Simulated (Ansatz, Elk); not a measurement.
# LuCo3Os2: X-ray structure factors from the self-consistent density, part 2 of 2

Structure refinements treat a crystal as free atoms side by side. For a made-up structure of LuCo3Os2 (cell and positions from a PBEsol relaxation) the runs below show what the calculated density changes in F(hkl).

Elk 11.2.3 (patched build); all-electron DFT.

So far: The starting structure; Ground state and structure factors; The magnetisation density.

The structure was built from a prototype and need not be the compound's stable phase.

## 4. The highest occupied states alone

Level of this step: DFT, PBE, all-electron APW+lo, Dirac cores, scalar-relativistic bands, static density, ferromagnetic start (Elk).

An energy window below the Fermi level keeps the highest occupied states, to see at which angles they scatter; shallow core shells can lie inside it and anion s states outside. No new self-consistency is needed.

elk.in reads:

```
tasks
  195

xctype
  20

spinpol
  .true.

rgkmax
  7.0

gmaxvr
  14.0

lmaxo
  7

lmaxapw
  8

swidth
  0.002

tshift
  .false.

ramdisk
  .false.

hmaxvr
  5.5

maxscl
  120

epspot
  1e-06

reducebf
  0.8

wsfac
  0.022220 0.689720

sppath
  './'

avec
  9.19508718299 0.00000000000 -0.00000000000
  -4.59754359150 7.96317909048 0.00000000000
  -0.00000000000 0.00000000000 7.85265629442

atoms
  3
  'Os.in'
  2
  0.6666666667 0.3333333333 0.0000000000   0.000000 0.000000 0.000000
  0.3333333333 0.6666666667 -0.0000000000   0.000000 0.000000 0.000000
  'Lu.in'
  1
  0.0000000000 0.0000000000 0.0000000000   0.000000 0.000000 0.000000
  'Co.in'
  3
  0.0000000000 0.5000000000 0.5000000000   0.000000 0.000000 -0.060000
  0.5000000000 0.5000000000 0.5000000000   0.000000 0.000000 -0.060000
  0.5000000000 -0.0000000000 0.5000000000   0.000000 0.000000 -0.060000

ngridk
  5 5 5
```

Started as:

```
OMP_NUM_THREADS=4 elk
```

Numbers of over 12 decimals in the logs are rounded to 6 here.

Log:

```text
┌─────────────────────────────────┐
│ Elk code version 11.2.3 started │
└─────────────────────────────────┘

Info(readinput): the functional depends on the density's gradient
 muffin-tin radial points multiplied by    2.00000
 (not where nrmtscf is given)

┌────────────────────┐
│ Current task : 195 │
└────────────────────┘
Info(checkmt): changed muffin-tin radius of species 1 (Os) from   2.8000 to   2.4936
Info(checkmt): changed muffin-tin radius of species 2 (Lu) from   2.8000 to   2.7652
Info(checkmt): changed muffin-tin radius of species 3 (Co) from   2.4000 to   2.1643

Info(sfacrho): density structure factors written to SFACRHO.OUT

 Energy window :   0.2222000000E-01  0.6897200000

┌──────────────────┐
│ Elk code stopped │
└──────────────────┘
```

Run time: 18 s. Hardware: 4 threads of Arm Neoverse V1, shared host; peak memory 0.4 GiB; 30 s of CPU time.

States within 10 eV below the Fermi level hold 60.00 electrons; any levels below the window count with the cores. Their amplitudes can exceed the total, where window and core parts have opposite phase:

| hkl | sin θ/λ (Å⁻¹) | abs F, window | abs F, all |
| --- | --- | --- | --- |
| 100 | 0.119 | 2.046 | 29.328 |
| 001 | 0.120 | 2.652 | 133.837 |
| 101 | 0.169 | 15.067 | 17.843 |
| 110 | 0.205 | 10.288 | 165.994 |
| 200 | 0.237 | 21.783 | 55.120 |
| 111 | 0.238 | 16.993 | 199.376 |
| 002 | 0.241 | 24.902 | 237.963 |
| 201 | 0.266 | 1.267 | 59.745 |
| 102 | 0.268 | 5.934 | 22.272 |
| 210 | 0.314 | 5.868 | 20.879 |

## 5. Another functional

The difference from free atoms is small, so it is set against the change that LDA (Perdew-Wang) makes.

elk.in, as its differences from that of step 4:

```diff
@@ -1,6 +1,8 @@
 tasks
+  0
   195
+  196
 
 xctype
-  20
+  3
 
@@ -42,5 +44,2 @@
 
-wsfac
-  0.022220 0.689720
-
 sppath
```

Started as:

```
OMP_NUM_THREADS=4 elk
```

Log:

```text
┌─────────────────────────┐
│ Elk code version 11.2.3 │
└─────────────────────────┘

All units are atomic (Hartree, Bohr, etc.)

┌─────────────────────────────────────────────────┐
│ Ground-state run starting from atomic densities │
└─────────────────────────────────────────────────┘

Lattice vectors :
   9.195087183       0.000000000      -0.000000000
  -4.597543592       7.963179090       0.000000000
  -0.000000000       0.000000000       7.852656294

Reciprocal lattice vectors :
  0.6833198187      0.3945148813       0.000000000
[...]
error                       :   0.5676678981E-02

Moments :
 interstitial                :  -0.5160140540E-01
 muffin-tins
  species : 1 (Os)
[...]
species : 2 (Lu)
[...]
species : 3 (Co)
[...]
atom 2                    :   0.8594432487
   atom 3                    :   0.8594432487
 total in muffin-tins        :    2.996424821
 total moment                :    2.944823416

┌──────────────────────────────┐
│ Self-consistent loop stopped │
└──────────────────────────────┘

Warning : core states of species 3 leak from the muffin-tin :   0.1654112917E-02

Wrote STATE.OUT
[key lines of the parts left out:]
total energy                :     -53289.984405526
```

Elapsed: 4.8 min, on 4 threads; peak memory 0.5 GiB; 18 min of CPU time.

Against the first run R = 0.03 %; the largest change is +0.073 at 003. The moment goes from 3.97 to 2.94 μB.

## 6. A coarser k-mesh

About half the k-points along each axis test the sampling.

elk.in, as its differences from that of step 5:

```diff
@@ -6,3 +6,3 @@
 xctype
-  3
+  20
 
@@ -68,2 +68,2 @@
 ngridk
-  5 5 5
+  2 2 2
```

Started as:

```
OMP_NUM_THREADS=4 elk
```

Log:

```text
┌─────────────────────────┐
│ Elk code version 11.2.3 │
└─────────────────────────┘

All units are atomic (Hartree, Bohr, etc.)

┌─────────────────────────────────────────────────┐
│ Ground-state run starting from atomic densities │
└─────────────────────────────────────────────────┘

Lattice vectors :
   9.195087183       0.000000000      -0.000000000
  -4.597543592       7.963179090       0.000000000
  -0.000000000       0.000000000       7.852656294

Reciprocal lattice vectors :
  0.6833198187      0.3945148813       0.000000000
[...]
error                       :   0.5475330528E-02

Moments :
 interstitial                :  -0.2210390837E-02
 muffin-tins
  species : 1 (Os)
[...]
species : 2 (Lu)
[...]
species : 3 (Co)
[...]
atom 2                    :   0.1376375124E-01
   atom 3                    :   0.1376375124E-01
 total in muffin-tins        :   0.5750867537E-01
 total moment                :   0.5529828454E-01

┌──────────────────────────────┐
│ Self-consistent loop stopped │
└──────────────────────────────┘

Warning : core states of species 3 leak from the muffin-tin :   0.1593465905E-02

Wrote STATE.OUT
[key lines of the parts left out:]
total energy                :     -53325.471604220
```

Run time: 3.8 min. Hardware: 4 threads; peak memory 0.75 GiB; 13 min of CPU time.

Against the first run R = 0.07 %; the largest change is +0.236 at 002. The moment goes from 3.97 to 0.06 μB.

## 7. Settings against the effect

```csv
run,R against the first run (%),"R against neutral atoms, low angle (%)",wall time
"PBE, rgkmax 7",0.00,0.50,8 min
LDA (Perdew-Wang),0.03,0.50,4.8 min
k-mesh 2×2×2,0.07,0.47,3.8 min
```

## 8. What came out

- R against neutral atoms, sin θ/λ < 0.3 Å⁻¹: 0.50 %
- R against neutral atoms, 0.3 to 0.82 Å⁻¹: 0.24 %

What this shows: Independent neutral atoms miss the calculated amplitudes by R = 0.50 % below 0.3 Å⁻¹ and 0.24 % from there to 0.82 Å⁻¹; by shells, 0.60 % below 0.15 Å⁻¹ (2 forms), 0.49 % 0.15 to 0.3 (7 forms), 0.19 % 0.3 to 0.45 (16 forms), 0.26 % above 0.45 (82 forms). Bonding, aspherical density and the tables' own atoms all enter these figures, and the runs don't part them. The largest change of an amplitude is -0.91 electrons, at 002. The magnetic order is that of the start. No other order was tried here, and an antiferromagnetic one would change or move the magnetic intensity. The window's part falls from 60.0 electrons at the origin to at most 10.03 between 0.45 and 0.82 Å⁻¹, where compact states inside the window still scatter. Below 0.3 Å⁻¹ the changes that finished (LDA (Perdew-Wang) and k-mesh 2×2×2) move F by R = 0.05 % at most, against the 0.50 % that separates it from free atoms. The magnetic factors move by R = 28.0 % (LDA (Perdew-Wang)) and 98.7 % (k-mesh 2×2×2), so they aren't settled to better than that. The basis has no finished test. Spin-orbit coupling is left out, which can matter for elements this heavy. Part of the difference isn't bonding: the tables are fits to free atoms and ions calculated by other methods than this functional. Thermal motion, anomalous dispersion and extinction are left out.

[Logs are printed without paths, hosts, clocks, repeated set-up lines and the standing remarks that a program may print on its own settings, such as how far it seeks lower states.]

[Hosts, paths, dates, database ids (printed as entryN), source tags and the programs' standing remarks are cut or masked in the printed files.]
